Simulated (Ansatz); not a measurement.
# LiCl (Fm-3m): a volume series of phonon spectra, part 2 of 4

Aim: how the vibrations of LiCl shift with volume, and the expansion that follows.

Measurements to reproduce:
- volume expansion coefficient 131.4 1e-6/K and heat capacity C_P per formula unit 48.1 J/mol/K near room temperature (given in “High-Throughput Prediction of Finite-Temperature Properties using the Quasi-Harmonic Approximation”, 2016, arXiv:1603.06924)
- volume expansion coefficient 131.1 1e-6/K near room temperature (given in “Descriptors for thermal expansion in solids”, 2017, arXiv:1701.03966)

Ansatz 0.2.0; DFT LDA, scalar-relativistic, plane waves, PAW.

So far. Step 2 (Probe on a coarse mesh): The start is under -3.2 GPa at this level and looks like an insulator or semiconductor on this mesh.

The database entry behind the starting cell differs from later determinations by our own check (0.1 to 0.3 % short, probably kX units), so it need not match the best structure at ambient conditions.

### 4. A second relaxation

The relaxation is run once more from where the first one ended, as the script does after a large change of volume or of the gap, with mesh and occupations reviewed.

input.yaml reads:

```yaml
crystal:
  lattice:
    - [0.0, 2.4820710061, 2.4820710061]
    - [2.4820710061, 0.0, 2.4820710061]
    - [2.4820710061, 2.4820710061, 0.0]
  atoms:
    - { symbol: Li, position: [0.0, 0.0, 0.0] }
    - { symbol: Cl, position: [0.5, 0.5, 0.5] }
kpoints:
  mp_grid: { grid: [8, 8, 8] }
hamiltonian:
  xc: lda
scf:
  occupations: { method: gaussian, width: 0.02 }
output:
  forces: true
  stress: true
  eigenvalues: true
  write_density: true
  write_potential: true
  elf: true
  volumetric_format: npy
relax:
  adjacent_minimum: "off"
  f_tol: 0.005
  max_steps: 80
  cell: { stress_tol: 0.05 }
```

On the command line:

```console
ansatz run input.yaml --threads 4 --pin off --max-ram 16384MiB --backend cpu --events-out ev --progress --plain --runs-dir out
```

Numbers of over 12 decimals in the logs are rounded to 6 here.

What it wrote:

```text
[...]
Crystal: 2 atoms, lattice volume = 30.582 Å³
Basis set: ecut = 420 eV, 609 PW (Γ)
Bands: 9, of which v1, the nominal top of the filled ones, is band 5 counted from 1 (4 counted from 0)
Symmetry: 48 space group operations
[...]
k-points: 29 of 512
[...]
SCF iter   1: F=—  HF=-1249.484357 eV  |F-HF|=—  |Δ(HF+E_count)|=         —  Δρ=7.20e-3  dr2=1.14e-2  ethr=1.77e-3  ⟨swp⟩=5.0  Hψ=1824  notcnv=0
[...]
SCF iter   6: F=-1249.476405 eV  HF=-1249.476405 eV  |F-HF|=2.73e-12  |Δ(HF+E_count)|=   1.47e-9  Δρ=5.49e-7  dr2=2.39e-11  ethr=6.23e-11  ⟨swp⟩=4.4  Hψ=1194  notcnv=0
SCF 1 converged in 6 iterations: F = -1249.476405 eV  dr2 = 2.39e-11
[...]
relax step   1: F+E_penalty+E_count = -1249.47640497 eV  Δ(F+E_penalty+E_count) = +0.000e0 eV  max|allowed force component| = 2.796e-30 eV/Å  Δτ_max = 0.0000 Å  P = +0.006 GPa  Ω = 30.582 Å³  (6 SCF iters, dr2 threshold 1.00e-7 eV, accepted)
[...]
SCF iter   1: F=—  HF=-1249.476405 eV  |F-HF|=—  |Δ(HF+E_count)|=         —  Δρ=5.68e-7  dr2=2.86e-11  ethr=1.54e-8  ⟨swp⟩=3.1  Hψ=2615  notcnv=0
eigensolver tolerance schedule: the retry pair's looser diagonalisation over-reported the residual by 53871.69 of it (diagonalisation noise at 0.37 of the residual, at the tolerance the schedule requests for it); recorded, not acted on — ethr = c·dr2/N_el stays at c = 1.0e-1
[...]
SCF iter   2: F=-1249.476405 eV  HF=-1249.476405 eV  |F-HF|=6.82e-13  |Δ(HF+E_count)|=  6.30e-11  Δρ=2.85e-7  dr2=7.30e-12  ethr=1.00e-12  ⟨swp⟩=4.3  Hψ=1362  notcnv=0
SCF 2 converged in 2 iterations: F = -1249.476405 eV  dr2 = 7.30e-12
relax step   2: F+E_penalty+E_count = -1249.47640497 eV  Δ(F+E_penalty+E_count) = -7.049e-12 eV  max|allowed force component| = 3.558e-30 eV/Å  Δτ_max = 0.0000 Å  P = +0.006 GPa  Ω = 30.582 Å³  stress off target by 6.09e-3 GPa  SCF on the basis re-selected at this cell (its energy is not comparable with the rows above)  (2 SCF iters)
basis re-selected at this cell: Δ(F+E_penalty+E_count) = -7.049e-12 eV, ΔP = -0.000 GPa vs the last step (what re-selecting the basis moved, of the pressure what is left beyond the Pulay correction that the steps carried, after the strain that the cell walked since its last selection, with what the two solves' SCF thresholds leave and, on support functions, any second-order correction that the steps lacked; it is no  [...]
SCF converged after 2 iterations
Free energy (F): -1249.476405 eV
[...]
Internal energy: -1249.476405 eV  (E = F + TS)
E sigma→0 (E₀):  -1249.476405 eV
Fermi energy:    5.640150 eV
[...]
--- Stress (GPa, compression-positive) ---
        0.006090       0.000000       0.000000
        0.000000       0.006090       0.000000
       -0.000000      -0.000000       0.006090
  P = ⅓ Tr σ = 0.0061 GPa (0.061 kbar)
--- Band table (eV; the first three rows and the last of 29) ---
[...]
--- Relaxed structure (1 steps of the walk, 1 accepted, 1 SCFs on fresh bases) ---
[...]
cell:  # Å, volume = 30.5825 Å³
    - [0.0, 2.4820710061, 2.4820710061]
    - [2.4820710061, 0.0, 2.4820710061]
    - [2.4820710061, 2.4820710061, 0.0]
  atoms:
    - { symbol: Li, position: [0.0, 0.0, 0.0] }
    - { symbol: Cl, position: [0.5, 0.5, 0.5] }
```

It took 0.58 s on 4 threads of Arm Neoverse V1, shared host; peak memory 0.28 GiB; 1.6 s of CPU time.

Little changed from the start: no atom moved by 0.005 Å and no cell edge by 0.1 %.

This step gave:

```yaml
pressure: 0.006090 GPa
```

Valence density in the ac plane of the conventional cell at fractional y = 0.000, with atoms of Li and Cl within 0.2 Å of it. It is the smooth field of the valence electrons, not physical close to the nuclei.

Values in e/Å³, 14 rows by 14 columns, each cell a mean:
```
4.6 1.1 0.1 0.2 0.6 1.5 1.4 1.0 1.7 1.0 0.3 0.1 0.3 3.0
0.4 0.1 0.1 0.1 0.3 0.9 1.5 1.6 1.2 0.6 0.2 0.1 0.1 0.3
0.1 0.1 0.1 0.1 0.2 0.3 0.6 0.6 0.5 0.2 0.1 0.1 0.1 0.1
0.3 0.3 0.1 0.1 0.1 0.1 0.2 0.2 0.2 0.1 0.1 0.1 0.2 0.3
1.1 0.8 0.4 0.1 0.1 0.1 0.1 0.1 0.1 0.1 0.1 0.2 0.6 1.0
1.6 1.5 0.8 0.3 0.1 0.1 1.1 1.8 0.4 0.1 0.2 0.5 1.2 1.7
0.4 1.6 1.1 0.3 0.1 0.4 4.6 7.1 1.8 0.1 0.2 0.6 1.6 1.0
1.0 1.7 1.0 0.3 0.1 0.3 3.0 4.6 1.1 0.1 0.2 0.6 1.5 1.4
1.6 1.2 0.6 0.2 0.1 0.1 0.3 0.4 0.1 0.1 0.1 0.3 0.9 1.5
0.6 0.5 0.2 0.1 0.1 0.1 0.1 0.1 0.1 0.1 0.1 0.2 0.3 0.6
0.2 0.2 0.1 0.1 0.1 0.2 0.3 0.3 0.3 0.1 0.1 0.1 0.1 0.2
0.1 0.1 0.1 0.1 0.2 0.6 1.0 1.1 0.8 0.4 0.1 0.1 0.1 0.1
1.8 0.4 0.1 0.2 0.5 1.2 1.7 1.6 1.5 0.8 0.3 0.1 0.1 1.1
7.1 1.8 0.1 0.2 0.6 1.6 1.0 0.4 1.6 1.1 0.3 0.1 0.4 4.6
```
Columns run along a (5.0 Å), rows up along c (5.0 Å), edges of the conventional cell, whose origin can differ from the input's. Atoms in or near the plane, at fractional coordinates: Li at (0.00, 0.00), Li at (0.50, 0.50), Cl at (0.50, 0.00), Cl at (0.00, 0.50).

ELF in the ac plane of the conventional cell at fractional y = 0.000, with atoms of Li and Cl within 0.2 Å of it. It is the smooth field of the valence electrons, not physical close to the nuclei.

Values in units of 1e-1, 14 rows by 14 columns, each cell a mean:
```
9.0 4.4 0.8 5.1 8.2 8.5 6.4 5.6 7.9 8.6 7.1 2.2 1.7 7.8
2.2 0.6 0.6 3.5 7.1 8.4 8.5 8.4 8.6 8.0 5.4 1.4 0.4 1.7
2.3 2.0 1.1 1.4 4.2 7.1 8.2 8.4 7.9 5.8 2.3 0.8 1.4 2.2
7.3 6.4 3.8 1.4 1.4 3.5 5.1 5.3 4.4 2.1 0.9 2.3 5.4 7.1
8.6 8.4 7.1 3.8 1.1 0.6 0.8 0.9 0.7 0.6 2.1 5.8 8.0 8.6
7.4 8.3 8.4 6.4 2.0 0.6 4.4 5.8 2.3 0.7 4.4 7.9 8.6 7.9
3.8 7.4 8.6 7.3 2.3 2.2 9.0 9.8 5.8 0.9 5.3 8.4 8.4 5.6
5.6 7.9 8.6 7.1 2.2 1.7 7.8 9.0 4.4 0.8 5.1 8.2 8.5 6.4
8.4 8.6 8.0 5.4 1.4 0.4 1.7 2.2 0.6 0.6 3.5 7.1 8.4 8.5
8.4 7.9 5.8 2.3 0.8 1.4 2.2 2.3 2.0 1.1 1.4 4.2 7.1 8.2
5.3 4.4 2.1 0.9 2.3 5.4 7.1 7.3 6.4 3.8 1.4 1.4 3.5 5.1
0.9 0.7 0.6 2.1 5.8 8.0 8.6 8.6 8.4 7.1 3.8 1.1 0.6 0.8
5.8 2.3 0.7 4.4 7.9 8.6 7.9 7.4 8.3 8.4 6.4 2.0 0.6 4.4
9.8 5.8 0.9 5.3 8.4 8.4 5.6 3.8 7.4 8.6 7.3 2.3 2.2 9.0
```
Columns run along a (5.0 Å), rows up along c (5.0 Å), edges of the conventional cell, whose origin can differ from the input's. Atoms in or near the plane, at fractional coordinates: Li at (0.00, 0.00), Li at (0.50, 0.50), Cl at (0.50, 0.00), Cl at (0.00, 0.50).

Electrostatic potential energy in the ac plane of the conventional cell at fractional y = 0.000, with atoms of Li and Cl within 0.2 Å of it. With pseudopotentials it is smooth inside the atoms' cores, unlike the true potential.

Values in eV, 14 rows by 14 columns, each cell a mean:
```
-27 -14   2   5   0 -25 -45 -47 -38  -9   5   4  -6 -22
 -8  -1   5   7   5  -7 -25 -29 -16   1   7   6   2  -6
  4   5   7   8   7   5   0  -1   3   7   8   7   6   4
  4   6   7   8   8   7   5   5   6   7   8   8   7   5
-12  -3   5   7   7   5   2   0   3   6   7   7   1  -9
-41 -28  -3   6   5  -1 -14 -17  -7   3   6   3 -16 -38
-48 -41 -12   4   4  -8 -27 -32 -17   0   5  -1 -29 -47
-47 -38  -9   5   4  -6 -22 -27 -14   2   5   0 -25 -45
-29 -16   1   7   6   2  -6  -8  -1   5   7   5  -7 -25
 -1   3   7   8   7   6   4   4   5   7   8   7   5   0
  5   6   7   8   8   7   5   4   6   7   8   8   7   5
  0   3   6   7   7   1  -9 -12  -3   5   7   7   5   2
-17  -7   3   6   3 -16 -38 -41 -28  -3   6   5  -1 -14
-32 -17   0   5  -1 -29 -47 -48 -41 -12   4   4  -8 -27
```
Columns run along a (5.0 Å; values clipped at the 3rd and 97th percentile), rows up along c (5.0 Å), edges of the conventional cell, whose origin can differ from the input's. Atoms in or near the plane, at fractional coordinates: Li at (0.00, 0.00), Li at (0.50, 0.50), Cl at (0.50, 0.00), Cl at (0.00, 0.50).

### 5. Tight relaxation

The thresholds are tightened for a last relaxation ahead of the phonons, and where mesh or smearing change with them the cell follows.

input.yaml, the sections that differ from step 4:

```yaml
scf:
  occupations: { method: fixed }
output:
  forces: true
  stress: true
  eigenvalues: true
relax:
  adjacent_minimum: "off"
  f_tol: 0.001
  max_steps: 60
  cell: { stress_tol: 0.01 }
# crystal, kpoints, hamiltonian: as in step 4
```

What it wrote:

```text
[...]
Crystal: 2 atoms, lattice volume = 30.582 Å³
Basis set: ecut = 420 eV, 609 PW (Γ)
Bands: 9, of which v1, the nominal top of the filled ones, is band 5 counted from 1 (4 counted from 0)
Symmetry: 48 space group operations
[...]
k-points: 29 of 512
[...]
P = ⅓ Tr σ = 0.0061 GPa (0.061 kbar)
--- Band table (eV; the first three rows and the last of 29) ---
[...]
--- Relaxed structure (1 steps of the walk, 1 accepted, 1 SCFs on fresh bases) ---
[...]
cell:  # Å, volume = 30.5825 Å³
    - [0.0, 2.4820710061, 2.4820710061]
    - [2.4820710061, 0.0, 2.4820710061]
    - [2.4820710061, 2.4820710061, 0.0]
  atoms:
    - { symbol: Li, position: [0.0, 0.0, 0.0] }
    - { symbol: Cl, position: [0.5, 0.5, 0.5] }
[key lines of the parts left out:]
SCF converged after 4 iterations
Free energy (F): -1249.476405 eV
Fermi energy:    2.395790 eV
```

The job ended after 0.56 s (4 threads; peak memory 0.27 GiB).

Little changed from the start: no atom moved by 0.005 Å and no cell edge by 0.1 %.

This step gave:

- pressure: 0.006094 GPa

The residual pressure is 0.0061 GPa, small enough for phonons.

### 6. Phonons, V/V0 1

Phonons at this volume give one point of F(V, T); meshes stay fixed along the series.

input.yaml, the sections that differ from step 5:

```yaml
output:
  eigenvalues: true
phonons:
  method: dfpt
  dielectric: true
  rigid_motions: translations
  qmesh: [4, 4, 4]
  temperatures: { t_max: 1000, t_step: 50 }
  qpath:
    path:
      - [[0.0, 0.0, 0.0], [0.5, 0.0, 0.5], [0.625, 0.25, 0.625]]
      - [[0.375, 0.375, 0.75], [0.0, 0.0, 0.0], [0.5, 0.5, 0.5], [0.5, 0.25, 0.75], [0.5, 0.0, 0.5]]
    npoints: 10
# crystal, kpoints, hamiltonian, scf: as in step 5
# relax: removed
```

What it wrote:

```text
[...]
Crystal: 2 atoms, lattice volume = 30.582 Å³
Basis set: ecut = 420 eV, 609 PW (Γ), exchange–correlation on 48×48×48 points (8 copies of the dense FFT grid, shifted against one another)
Bands: 9, of which v1, the nominal top of the filled ones, is band 5 counted from 1 (4 counted from 0)
Symmetry: 48 space group operations
k-points: 59 of 512 (irreducible under 8 space group operations, time reversal used)
[...]
SCF iter   1: F=—  HF=-1249.484358 eV  |F-HF|=—  |Δ(HF+E_count)|=         —  Δρ=7.21e-3  dr2=1.15e-2  ethr=1.77e-3  ⟨swp⟩=4.6  Hψ=3192  notcnv=0  defer=98
[...]
SCF iter   6: F=-1249.476405 eV  HF=-1249.476405 eV  |F-HF|=2.73e-12  |Δ(HF+E_count)|=  4.08e-10  Δρ=5.46e-7  dr2=2.47e-11  ethr=1.00e-12  ⟨swp⟩=7.2  Hψ=2971  notcnv=0
SCF 1 converged in 6 iterations: F = -1249.476405 eV  dr2 = 2.47e-11
[...]
DFPT response loops at Γ: preconditioner auto → none (the input reference at scf.mixing.eps_inf says where Resta's filter doesn't serve); β = 0.50; Broyden in place of MSR1
NSCF: frozen V_eff on 29 k-points
[...]
SCF converged after 6 iterations
Free energy (F): -1249.476405 eV
[...]
Internal energy: -1249.476405 eV  (E = F + TS)
E sigma→0 (E₀):  -1249.476405 eV
Fermi energy:    2.395791 eV
[...]
--- Band table (eV; the first three rows and the last of 59) ---
[...]
--- Phonons (Γ-DFPT): 2 representative perturbations + reference, on 59 of 512 k-points (Σ response iterations 7) ---
  k mesh reduced under 8 symmetry operations, with k and −k counted as one. Each operation leaves every solved perturbation unchanged. A smaller set is not considered because the run solves the response to a homogeneous field
  ASR residual: 3.025e-4 → 0.000e0 eV/Å²; symmetrization residual: 3.876e-7 eV/Å²
  ASR residual per site (eV/Å²): 5.03e-5 3.03e-4
  Γ frequencies (cm⁻¹): 0.00 0.00 0.00 228.27 228.27 228.27
  ε∞ (high-frequency dielectric tensor):
        3.182967    -0.000000    -0.000000
        0.000000     3.182967     0.000000
        0.000000    -0.000000     3.182967
  ε⁰ (static dielectric tensor: ions relaxed, cell fixed):
       10.398445    -0.000000     0.000000
        0.000000    10.398445     0.000000
        0.000000    -0.000000    10.398445
  ε⁰ − ε∞ (ionic part):
        7.215478     0.000000     0.000000
        0.000000     7.215478     0.000000
        0.000000     0.000000     7.215478
  softest optical mode at Γ: 228.27 cm⁻¹; the repairs (sum rule, projections) moved no ω² at Γ by more than (1.55 cm⁻¹)²
  Born effective charges Z* (e; rows j = field, columns β = displacement):
    site 0:
         1.16458    0.00000    0.00000
        -0.00000    1.16458    0.00000
         0.00000   -0.00000    1.16458
    site 1:
        -1.16458   -0.00000   -0.00000
         0.00000   -1.16458   -0.00000
         0.00000    0.00000   -1.16458
  Z* charge neutrality: 3.449e-6 e pre-enforcement
  k-mesh period / interband length: 28.1 Å / 1.34 Å = 20.89 at k = (0.0000, 0.0000, -0.5000), direct gap 6.793 eV — 14 or more, which is no proof of convergence
  optical modes at Γ without the LO–TO term, one row a degenerate level:
      ω (cm⁻¹)  modes    IR ((D/Å)²/amu)
        228.27      3            16.1738
  optical modes at Γ + LO–TO along q̂ = [1.0000, 0.0000, 0.0000]:
      ω (cm⁻¹)  modes    IR ((D/Å)²/amu)
        228.27      2            10.7825
        412.60      1             5.3913
  optical modes at Γ + LO–TO along q̂ = [0.0000, 1.0000, 0.0000]:
      ω (cm⁻¹)  modes    IR ((D/Å)²/amu)
        228.27      2            10.7825
        412.60      1             5.3913
  optical modes at Γ + LO–TO along q̂ = [0.0000, 0.0000, 1.0000]:
      ω (cm⁻¹)  modes    IR ((D/Å)²/amu)
        228.27      2            10.7825
        412.60      1             5.3913
--- Phonons (arbitrary-q DFPT): 8 irreducible q on the 4×4×4 mesh ---
  q = [0.0000, 0.0000, 0.0000] (star 1, of the zone-centre solve; hermiticity 6.97e-7, symmetrization 6.85e-14): -0.00 0.00 0.00 228.27 228.27 228.27
  q = [0.0000, 0.0000, 0.2500] (star 8, 2 solved perturbations on 288 of 512 k-point pairs; hermiticity 2.27e-7, symmetrization 7.36e-11): 89.59 89.59 152.55 231.14 231.14 414.97
[...]
q = [0.0000, 0.2500, 0.2500] (star 6, 4 solved perturbations in 528 linear systems a pass and spin channel, the states on 164 of 512 k-point pairs; hermiticity 1.88e-7, symmetrization 3.17e-9): 98.05 98.05 167.15 236.60 236.60 337.54
[...]
sum rule: each row above includes the acoustic sum rule's correction from the zone centre's row sums; it moved no ω² by more than (1.52 cm⁻¹)²
  mesh force constants: q→R imaginary residual 2.03e-18; ASR residual 3.025e-4 → 0.000e0 eV/Å²; symmetrization residual 1.332e-15 eV/Å²
  interpolated dispersion: 63 rows × 6 modes
  density of states and harmonic sums: on the 24×24×24 q-mesh, interpolated from the force constants of a 4×4×4 supercell (with the dipole–dipole term)
  largest difference from the sums on the solved wave vectors: F 1.05e-2 eV, S 1.45e-5 and C_V 3.99e-6 eV/K
  zero-point energy: 0.078502 eV/cell   skipped modes (ω ≤ 0): 3   left out of the sums: 3.62e-5 of the cell's modes: C_V's classical limit lies that fraction below 3 k_B per atom; for a crystal, a wire or a layer, F and S can be off by more, and a phonons.interpolated_qmesh denser along its periods is the remedy for the sampling
```

The job ended after 25 s (4 threads; peak memory 0.61 GiB; 94 s of CPU time).

This step gave:

- Γ frequencies: 0, 0, 0, 228.3, 228.3, 228.3 cm⁻¹ (negative: imaginary)
- lowest frequency on the path: 0 cm⁻¹
- zero-point energy: 0.07850 eV/cell
- point group: m-3m
- highest frequency: 418.0 cm⁻¹
- Debye temperature from the second moment: 418 K

LO-TO term included. The phonon branches at the labelled points (cm⁻¹):

```tsv
point	branch 1	branch 2	branch 3	branch 4	branch 5	branch 6
Γ	0	0	0	228	228	413
halfway	98	98	167	237	237	338
X	128	128	193	242	242	265
halfway	132	146	191	241	255	264
U	137	177	183	240	259	288
jump to K	137	177	183	240	259	288
halfway	107	115	168	223	248	387
Γ	0	0	0	228	228	413
halfway	90	90	153	231	231	415
L	127	127	215	233	233	418
halfway	138	158	196	237	247	348
W	164	170	170	255	255	275
halfway	143	149	188	247	259	263
X	128	128	193	242	242	265
```

The phonon branches as a text plot (rows in cm⁻¹):

```
    409 |***                      ******************
    392 |   *                   **                  *
    374 |                      *                     *
    357 |    **              **
    340 |      *            *                         *
    322 |                                              *
    305 |       *          *                            *
    287 |        *       **                              *
    270 |         *******                                 *******
    253 |             ** *********                   ***********
    235 |***********************  **********************       **
    218 |                       *****           ****
    200 |        ******     ***                *    ***        **
    183 |       *      *****   *              *        **  ****
    165 |      *        **  *   *            *        *******
    148 |    **        *     **  *          *       ** **   ***
    131 |         **************           *    *******       ***
    113 |   *   **             ** **          **
     96 |      *                 *        * **
     78 |  * **                   ***      *
     61 |   *                            **
     44 | **                        **   *
     26 | *                          *  *
      9 |*                            **
         Γ           X  U|K            Γ         L        W     X
```

Tetrahedra on 24 24 24, mean over bins of 5 cm⁻¹. The phonon density of states by wavenumber; read off at these points:

```tsv
wavenumber (cm⁻¹)	phonon density of states (1/cm⁻¹/cell)
2	0
18	1.3e-4
32	5.7e-4
48	0.00134
58	0.0021
72	0.00381
88	0.0065
102	0.0111
118	0.0206
132	0.0475
148	0.0268
158	0.0214
172	0.0142
188	0.0495
202	0.0100
218	0
232	0.0708
238	0.103
248	0.0563
262	0.00367
272	0.00502
288	0.006
302	0.00606
318	0.00613
332	0.00623
348	0.0064
362	0.00662
372	0.0068
388	0.00724
402	0.00801
418	0.00105
```

Harmonic. Thermo, by row:

```tsv
T (K)	F_vib (meV/atom)	S (J/mol-atom/K)	C_V (J/mol-atom/K)
0	39.25	0	0
50	39.07	1.438	4.101
100	36.95	7.102	12.77
150	31.64	13.34	17.78
200	23.26	18.85	20.4
250	12.24	23.57	21.85
300	-1.06	27.64	22.72
350	-16.32	31.19	23.27
400	-33.31	34.32	23.64
450	-51.84	37.12	23.91
500	-71.74	39.65	24.1
550	-92.89	41.95	24.24
600	-115.2	44.07	24.35
650	-138.5	46.02	24.43
700	-162.9	47.83	24.5
750	-188.1	49.53	24.56
800	-214.2	51.11	24.61
850	-241.1	52.61	24.64
900	-268.7	54.02	24.68
950	-297	55.35	24.7
1000	-326	56.62	24.73
```

The modes has structure finer than the step of the table below, so its rows give means over 10 cm⁻¹, whole bins alone (the curve runs from -10 to 441 cm⁻¹). Peaks (cm⁻¹: height): Cl 134.5: 0.0433, 188.4: 0.0392, 242.2: 0.0105; Li 236.5: 0.0853.

Phonopy on the run's constants, 19x19x19 mesh, Gaussian sigma 3.2 cm⁻¹. The modes by wavenumber; means over each step; values in 1/cm⁻¹/cell:

```tsv
wavenumber (cm⁻¹)	Cl	Li
0	3.0e-5	5.7e-6
10	1.0e-5	1.1e-6
20	2.3e-4	4.3e-5
30	3.3e-4	6.2e-5
40	9.4e-4	1.7e-4
50	0.00119	2.0e-4
60	0.00199	3.3e-4
70	0.00330	5.1e-4
80	0.00414	6.0e-4
90	0.00630	8.7e-4
100	0.00934	0.00118
110	0.0137	0.00155
120	0.0229	0.00216
130	0.0391	0.00310
140	0.0362	0.00265
150	0.0240	0.00180
160	0.0192	0.00151
170	0.0157	0.00140
180	0.0182	0.00210
190	0.0353	0.00446
200	0.0169	0.00186
210	0.00392	4.4e-4
220	8.4e-4	0.00566
230	0.00410	0.0465
240	0.00971	0.0755
250	0.00677	0.0389
260	0.00199	0.0118
270	4.1e-4	0.00538
280	1.5e-4	0.00564
290	1.0e-4	0.00582
300	9.1e-5	0.00622
310	8.5e-5	0.00552
320	9.3e-5	0.00635
330	1.2e-4	0.00569
340	1.5e-4	0.00680
350	1.7e-4	0.00539
360	2.3e-4	0.00681
370	2.8e-4	0.00630
380	3.3e-4	0.00655
390	4.2e-4	0.00658
400	5.6e-4	0.00778
410	5.6e-4	0.00643
420	7.2e-5	0.00132
430	0	9.8e-6
```

Born charge (rows field, columns displacement) (e), principal values of the symmetric part by kind of site:

```tsv
atom	atoms with these values	low	middle	high	mean
Li1	1	1.16	1.16	1.16	1.16
Cl2	1	-1.16	-1.16	-1.16	-1.16
```

In full for Li1:

```
1.16 0.00 0.00
0.00 1.16 0.00
0.00 0.00 1.16
```

ε∞:

```
3.18 0.00 0.00
0.00 3.18 0.00
0.00 0.00 3.18
```

No LO-TO term. Modes at Γ, with each element's share of the kinetic energy:

```tsv
mode	frequency (cm⁻¹)	symmetry	Li %	Cl %
1	0.0	T1u	16	84
2	0.0	T1u	16	84
3	0.0	T1u	16	84
4	228.3	T1u	84	16
5	228.3	T1u	84	16
6	228.3	T1u	84	16
```

Displacements in mode 6 (228.3 cm⁻¹), the largest set to 1:
```
Li1  0.00  1.00  0.80
Cl2  0.00 -0.20 -0.16
```

No mode is imaginary beyond numerical noise at the solved wavevectors.

[end of part 2 of 4]

[Logs are printed without paths, hosts, clocks, repeated set-up lines and the standing remarks that a program may print on its own settings, such as how far it seeks lower states.]

[Hosts, paths, dates, database ids (printed as entryN), source tags and the programs' standing remarks are cut or masked in the printed files.]

[A step with changed settings may run another functional than the one named; its input shows which.]


